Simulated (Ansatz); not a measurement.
## Sensitivity of the G0W0 gap of Cs2AgBiF6 (Fm-3m)

A base run on Cs2AgBiF6 (Fm-3m), then changed inputs.

Main program and level: Ansatz 0.2.0; G0W0 on PBE, plane waves, PAW; PAW set soft_1.

In doubt: one-shot GW on d or f shells is unsure, so the values of those runs are not to be relied on.

## 1. Starting point

The structure is cubic, space group Fm-3m (No. 225). The conventional cell has a = 9.348 Å, b = 9.348 Å, c = 9.348 Å, α = 90.00°, β = 90.00°, γ = 90.00°. Nearest to Cs lie 12 F at 3.31 Å. Nearest to Ag lie 6 F at 2.42 Å. Bi has 6 F at 2.26 Å nearest. F has 1 Bi at 2.26 Å and 1 Ag at 2.42 Å and 4 Cs at 3.31 Å nearest. Farther neighbours and most contacts between anions are not listed.

Structure file:

```cif
data_structure
_symmetry_space_group_name_H-M 'P 1'
_symmetry_Int_Tables_number 1
_cell_length_a 6.6101
_cell_length_b 6.6101
_cell_length_c 6.6101
_cell_angle_alpha 60.000
_cell_angle_beta 60.000
_cell_angle_gamma 60.000
_cell_volume 204.23
loop_
_atom_site_label
_atom_site_type_symbol
_atom_site_fract_x
_atom_site_fract_y
_atom_site_fract_z
_atom_site_occupancy
Cs1 Cs 0.75000 0.75000 0.75000 1
Cs2 Cs 0.25000 0.25000 0.25000 1
Ag3 Ag 0.50000 0.50000 0.50000 1
Bi4 Bi 0.00000 0.00000 0.00000 1
F5 F 0.75873 0.24127 0.24127 1
F6 F 0.24127 0.24127 0.75873 1
F7 F 0.24127 0.75873 0.75873 1
F8 F 0.24127 0.75873 0.24127 1
F9 F 0.75873 0.24127 0.75873 1
F10 F 0.75873 0.75873 0.24127 1
```

The cell and positions are those that the Materials Project relaxed with its own functionals (PBE, PBE+U or r2SCAN), kept fixed. Spin-orbit coupling is left out unless a step names it.

## 2. The base run: 2×2×2 mesh, 477 empty bands, screening to 102 eV, PAW set soft_1 files

G0W0 replaces the xc potential by the self-energy, built once from these orbitals. Only a window of levels is corrected, while the sums run over the empty bands that the input names. This step takes PAW set soft_1 files.

The input, input.yaml:

```yaml
crystal:
  lattice:
    - [0.0, 4.6740694725, 4.6740694725]
    - [4.6740694725, 0.0, 4.6740694725]
    - [4.6740694725, 4.6740694725, 0.0]
  atoms:
    - { symbol: Cs, position: [0.75, 0.75, 0.75] }
    - { symbol: Cs, position: [0.25, 0.25, 0.25] }
    - { symbol: Ag, position: [0.5, 0.5, 0.5] }
    - { symbol: Bi, position: [0.0, 0.0, 0.0] }
    - { symbol: F, position: [0.75872864, 0.24127136, 0.24127136] }
    - { symbol: F, position: [0.24127136, 0.24127136, 0.75872864] }
    - { symbol: F, position: [0.24127136, 0.75872864, 0.75872864] }
    - { symbol: F, position: [0.24127136, 0.75872864, 0.24127136] }
    - { symbol: F, position: [0.75872864, 0.24127136, 0.75872864] }
    - { symbol: F, position: [0.75872864, 0.75872864, 0.24127136] }
kpoints:
  mp_grid: { grid: [2, 2, 2] }
hamiltonian:
  xc: pbe
  pseudopotentials: { kind: paw, azcp: { folder: soft_1 } }
scf:
  occupations: { method: fixed }
gw:
  n_empty_bands: 477
  ecut_chi: 102
  qp_bands: [v3, c3]
  qp_kpoints: band_edges
  screening: { model: contour_deformation }
```

Command:

```sh
$ ansatz run input.yaml --threads 2 --pin off --max-ram 92160MiB --backend cuda --events-out ev --progress --plain --runs-dir out --devices 1 --max-vram 13GiB
```

Numbers of over 12 decimals in the logs are rounded to 6 here.

What it wrote:

```text
GPUs: using 1 of 1 available (devices: 1).
Engine: ansatz 0.2.0, x86_64-unknown-linux-gnu
Pseudopotentials: kind: paw
Pseudopotential: Cs, paw, valence charge 9, recommended cutoff 420 eV (normal), soft_1/Cs.paw.azcp
Pseudopotential: Ag, paw, valence charge 19, recommended cutoff 420 eV (normal), soft_1/Ag.paw.azcp
Pseudopotential: Bi, paw, valence charge 15, recommended cutoff 420 eV (normal), soft_1/Bi.paw.azcp
Pseudopotential: F, paw, valence charge 7, recommended cutoff 420 eV (normal), soft_1/F.paw.azcp
Functional definition: PBE
  parameter kappa = 0.804
  parameter beta = 0.066725
  exchange = pbe_x(kappa = kappa, mu = beta*pi^2/3)
  correlation = pbe_c(beta = beta)
device memory: the entry about to start is reckoned to put 2.7 GiB on a device that reports 46.0 GiB free (of which the cap on the GPU budget leaves the run 13.0 GiB)
GPU FFT provider: cuFFT
GPU libraries: cuBLAS 13.8.2, cuFFT 12.4.0, cuSOLVER 12.3.4
Crystal: 10 atoms, lattice volume = 204.228 Å³
Basis set: ecut = 420 eV, 4015 PW (Γ)
Bands: 57, of which v1, the nominal top of the filled ones, is band 47 counted from 1 (46 counted from 0)
Symmetry: 48 space group operations
Space group: Fm-3m (ITA 225), of the structure as read, at distance tolerance 5.9e-5 Å
k-points: 3 of 8
Non-local potential: Cs, projectors of the file, l = 0: 3, l = 1: 2, l = 2: 2, l = 3: 2
Non-local potential: Ag, projectors of the file, l = 0: 3, l = 1: 2, l = 2: 2, l = 3: 1
Non-local potential: Bi, projectors of the file, l = 0: 2, l = 1: 2, l = 2: 2, l = 3: 1
Non-local potential: F, projectors of the file, l = 0: 2, l = 1: 2, l = 2: 1
PAW form: soft (Blöchl's): semilocal exchange-correlation on the pseudo side does not see the compensation charge
PAW one-centre angular grid: Cs, 194 points (default); XC on 64 Gauss nodes
PAW one-centre angular grid: Ag, 590 points (default); XC on 64 Gauss nodes
PAW one-centre angular grid: Bi, 590 points (default); XC on 64 Gauss nodes
PAW one-centre angular grid: F, 110 points (default); XC on 64 Gauss nodes
Initial density: superposition of atomic densities (chi_scale 0.1, normalization cell, long waves kept (reshape's long-wave potential 0.01 eV rms))
Initial wavefunctions: pseudopotential atomic-orbital guess
GPU buffer pool allocated for 91125 grid points (all kernels)
GPU transforms: local potential and band sums: pruned to the plane-wave sphere, on 45×45×45
Functional: x = pbe(κ = 0.804, μ = 0.219515), c = pbe(β = 0.066725)
SCF iter   1: F=—  HF=-36200.805166 eV  |F-HF|=—  |Δ(HF+E_count)|=         —  Δρ=1.58e-1  dr2=4.63e1  ethr=3.10e-3  ⟨swp⟩=5.0  Hψ=563  notcnv=0  defer=15
preconditioner: auto → Resta (q_TF=auto, 2.397 Å⁻¹)  ε∞=4.2  [insulator: Δε(μ)=1.099 eV  Ē_g=12.241 eV  n_scr=58 (ndim 8)  ℏωp=22.0 eV  f_vac=0.019  ε∞_Penn≈4.2]
[...]
NSCF: frozen V_eff on 1 k-points
device memory: the entry about to start is reckoned to put 1.2 GiB on a device that reports 57.5 GiB free (of which the cap on the GPU budget leaves the run 13.0 GiB)
NSCF: frozen V_eff on 1 k-points
SCF converged after 10 iterations
Free energy (F): -36188.046889 eV
Harris-Foulkes:  -36188.046889 eV  (|F-HF|=1.37e-8)
Internal energy: -36188.046889 eV  (E = F + TS)
E sigma→0 (E₀):  -36188.046889 eV
Fermi energy:    6.050298 eV
--- Per-component energies (eV) ---
  E_band       = -769.078642
  E_kinetic    = 2195.459029
  E_local      = -9609.264019  (includes V_loc(G=0)·N_el)
  E_nonlocal   = 1013.156642
  E_hartree    = 4038.892679
  E_xc         = -1135.264903
  E_vxc        = -1203.712087  (∫ρ·V_xc dr)
  E_paw        = -25966.996222  (= ΣΔE_a)
  E_vpaw       = -1242.511967  (= ΣTr[D̂ρ^β])
  E_aug_tail   = 0.004666  (compensation charges beyond the density's cutoff)
  E_ewald      = -6724.034761
  E_smearing   = -0.000000  (= −TS)
  E_closure    = -0.000000  (closes the sum)
  Σ components = -36188.046889   (vs F -36188.046889, Δ=0.00e0)
--- Band table (eV) ---
  k-point 0: bands = [... 43 lower, 4.6044, 4.6044, 5.4587, 5.4587, 9.5001, 9.5001, 9.5001, 9.8407, ... 6 higher]
  k-point 1: bands = [... 43 lower, 4.6263, 4.6263, 5.1625, 5.1625, 8.7402, 10.4038, 10.4038, 11.7990, ... 6 higher]
  k-point 2: bands = [... 43 lower, 4.6706, 4.6706, 5.4617, 6.0503, 9.8981, 10.1601, 10.3532, 10.3532, ... 6 higher]
--- G₀W₀: contour deformation, 6 samples at zero and on the imaginary axis and 1 off it, 8 q-points, 477 empty bands' worth ---
  eigenvalues of the whole cell's RPA ε∞ on this k-mesh (on a slab, of 1 + 4πα/V) = 2.9035, 2.9035, 2.9035; static W/v taken at q = 0 is 0.344412
  bands read: the sum over 524 bands ends inside a degenerate multiplet in 1 slot, whose members it reads at an even weight; the widest, k=0: bands 523 to 525 (counted from 1) at 2/3 each
  gw.qp_kpoints: band_edges: 3 of 3 stored k-points solved, in 1 pass; an edge of the gap read off the rows below is read off those points alone
    ik  band        ε_KS         Σx   Σc(E_QP)       V_xc       Z   E_QP_lin       E_QP  E_QP is
     0    45      4.6044   -34.8079     5.2875   -27.9742  0.7450     2.9826     3.0582  root
     0    46      5.4587   -35.9276     5.3022   -29.2365  0.7508     4.0182     4.0698  root
     0    47      5.4587   -35.9276     5.3022   -29.2365  0.7508     4.0182     4.0698  root
     0    48      9.5001    -9.0250    -3.2942   -13.2837  0.8278    10.4773    10.4647  root
     0    49      9.5001    -9.0250    -3.2942   -13.2837  0.8278    10.4773    10.4647  root
     0    50      9.5001    -9.0250    -3.2942   -13.2837  0.8278    10.4773    10.4647  root
     1    45      4.6263   -34.8563     5.2989   -28.0189  0.7451     3.0136     3.0878  root
     1    46      5.1625   -35.1831     5.2267   -28.5298  0.7462     3.6717     3.7360  root
[...]
2    47      6.0503   -34.2243     4.5967   -28.4960  0.7647     4.8935     4.9187  root
     2    48      9.8981   -10.8781    -3.0591   -15.0062  0.8186    10.9838    10.9671  root
     2    49     10.1601    -9.4291    -3.8894   -14.3822  0.8067    11.2467    11.2239  root
     2    50     10.3532   -11.7310    -3.2975   -16.2207  0.8091    11.5708    11.5453  root
```

Elapsed: 11 s, on 1 × NVIDIA H100 80GB HBM3 (shared by 6 runs) with 2 threads of AMD EPYC 7R13 (Zen 3), shared host; peak memory 1.4 GiB.

In the SCF lines HF is the Harris–Foulkes energy and dr2 the Hartree energy of the density residual, in eV; the loop may stop once dr2 is under the threshold and the program's other checks hold. Hψ counts applications of the Hamiltonian.

Numbers from this step:

```
bands summed                                 : 524
RPA ε∞ on this mesh (eigenvalues)            : 2.903, 2.903, 2.903
plane waves in the screening matrix          : 531
q-points in the mesh                         : 8
G0W0 gap on the mesh                         : 4.754 eV
k of the valence top                         : 0, -0.5, -0.5
k of the conduction bottom                   : 0, 0, -0.5
starting gap on the mesh                     : 2.690 eV
Z at the valence top                         : 0.7647
Z at the conduction bottom                   : 0.8269
least direct G0W0 gap on the computed points : 5.936 eV
```

The gap on the mesh goes from 2.69 eV to 4.75 eV, a correction of +2.06 eV. Between the two edge states, bare exchange in place of the xc potential would open the gap by 10.27 eV, and correlation takes back 8.21 eV.

## 3. Variant: low screening cutoff

Changes to input.yaml since step 2:

```diff
@@ -24,4 +24,4 @@
 gw:
-  n_empty_bands: 477
-  ecut_chi: 102
+  n_empty_bands: 609
+  ecut_chi: 55
   qp_bands: [v3, c3]
```

What it wrote:

```text
GPUs: using 1 of 1 available (devices: 1).
[...]
GPU FFT provider: cuFFT
GPU libraries: cuBLAS 13.8.2, cuFFT 12.4.0, cuSOLVER 12.3.4
Crystal: 10 atoms, lattice volume = 204.228 Å³
Basis set: ecut = 420 eV, 4015 PW (Γ)
Bands: 57, of which v1, the nominal top of the filled ones, is band 47 counted from 1 (46 counted from 0)
[... 1 set-up line as in the run before ...]
[...]
k-points: 3 of 8
[...]
GPU buffer pool allocated for 91125 grid points (all kernels)
[...]
SCF iter   1: F=—  HF=-36200.805166 eV  |F-HF|=—  |Δ(HF+E_count)|=         —  Δρ=1.58e-1  dr2=4.63e1  ethr=3.10e-3  ⟨swp⟩=5.0  Hψ=563  notcnv=0  defer=15
[...]
SCF iter  10: F=-36188.046889 eV  HF=-36188.046889 eV  |F-HF|=1.37e-8  |Δ(HF+E_count)|=   1.41e-7  Δρ=2.00e-6  dr2=1.12e-8  ethr=1.06e-10  ⟨swp⟩=11.3  Hψ=711  notcnv=0
SCF 1 converged in 10 iterations: F = -36188.046889 eV  dr2 = 1.12e-8
[...]
NSCF: frozen V_eff on 3 k-points
[...]
G₀W₀ screening: q 1/3
[... further progress lines ...]
[...]
SCF converged after 10 iterations
Free energy (F): -36188.046889 eV
[...]
Internal energy: -36188.046889 eV  (E = F + TS)
E sigma→0 (E₀):  -36188.046889 eV
Fermi energy:    6.050298 eV
[...]
--- Band table (eV) ---
  k-point 0: bands = [... 43 lower, 4.6044, 4.6044, 5.4587, 5.4587, 9.5001, 9.5001, 9.5001, 9.8407, ... 6 higher]
  k-point 1: bands = [... 43 lower, 4.6263, 4.6263, 5.1625, 5.1625, 8.7402, 10.4038, 10.4038, 11.7990, ... 6 higher]
  k-point 2: bands = [... 43 lower, 4.6706, 4.6706, 5.4617, 6.0503, 9.8981, 10.1601, 10.3532, 10.3532, ... 6 higher]
[...]
0    45      4.6044   -34.8079     5.2138   -27.9742  0.7516     2.9021     2.9845  root
     0    46      5.4587   -35.9276     5.1870   -29.2365  0.7585     3.8935     3.9546  root
     0    47      5.4587   -35.9276     5.1870   -29.2365  0.7585     3.8935     3.9546  root
     0    48      9.5001    -9.0250    -3.3508   -13.2837  0.8308    10.4192    10.4081  root
     0    49      9.5001    -9.0250    -3.3508   -13.2837  0.8308    10.4192    10.4081  root
     0    50      9.5001    -9.0250    -3.3508   -13.2837  0.8308    10.4192    10.4081  root
     1    45      4.6263   -34.8563     5.2227   -28.0189  0.7517     2.9304     3.0115  root
     1    46      5.1625   -35.1831     5.1321   -28.5298  0.7533     3.5679     3.6413  root
[...]
2    47      6.0503   -34.2243     4.4570   -28.4960  0.7734     4.7465     4.7789  root
     2    48      9.8981   -10.8781    -3.1539   -15.0062  0.8228    10.8860    10.8723  root
     2    49     10.1601    -9.4291    -3.9740   -14.3822  0.8104    11.1580    11.1393  root
     2    50     10.3532   -11.7310    -3.3499   -16.2207  0.8137    11.5162    11.4930  root
```

Wall time 10 s (1 × NVIDIA H100 80GB HBM3 (shared by 6 runs) with 2 threads); peak memory 1.3 GiB.

Against the base:

| setting | base | variant |
| --- | --- | --- |
| empty bands | 477 | 609 |
| screening cutoff (eV) | 102 | 55 |

| quantity | variant | base |
| --- | --- | --- |
| starting gap on the mesh | 2.690 | 2.690 |
| G0W0 gap on the mesh | 4.829 | 4.754 |
| least direct G0W0 gap on the computed points | 5.967 | 5.936 |
| Z at the valence top | 0.773 | 0.765 |
| Z at the conduction bottom | 0.830 | 0.827 |

## 4. What came out

```json
{
 "base": "4.75 eV, 11 s",
 "low screening cutoff": "4.83 eV, 10 s"
}
```

In words: Low screening cutoff: the gap moves by +0.08 eV; such settings are too crude to quote. The variant differs from the base in empty bands and screening cutoff together, so the change can't be laid to one of them. All runs here use a coarse mesh and modest cutoffs; they test settings and are not final values. The 2×2×2 mesh is coarse for this cell (its supercell is 13 Å along the shortest edge). The RPA ε∞ on it, from the PBE start, is 2.90; such meshes misread the long-range screening, most where the gap is narrow. Where an edge is built on 6p states of lead, bismuth or thallium, scalar-relativistic gaps usually stand too wide, by a few tenths to over one eV. A d shell, filled or nearly so, lies near the gap. One-shot GW converges very slowly in bands there, not always from below, and on a semilocal start the gap tends to come out low; starts rich in exact exchange can overshoot instead. The many-body steps are scalar-relativistic: spin-orbit coupling is not in them.

[Paths, hosts, dates, memory and timing lines, banners, echoed tables and standing remarks are left out of the program output.]

[Logs are printed without paths, hosts, clocks, repeated set-up lines and the standing remarks that a program may print on its own settings, such as how far it seeks lower states.]

[Runs of the session that timed out or met a known fault of the program may be left out.]

[Cells called generated may have been cut or substituted from an entry of the Crystallography Open Database or the Materials Project.]

[Hosts, paths, dates, database ids (printed as entryN), source tags and the programs' standing remarks are cut or masked in the printed files.]
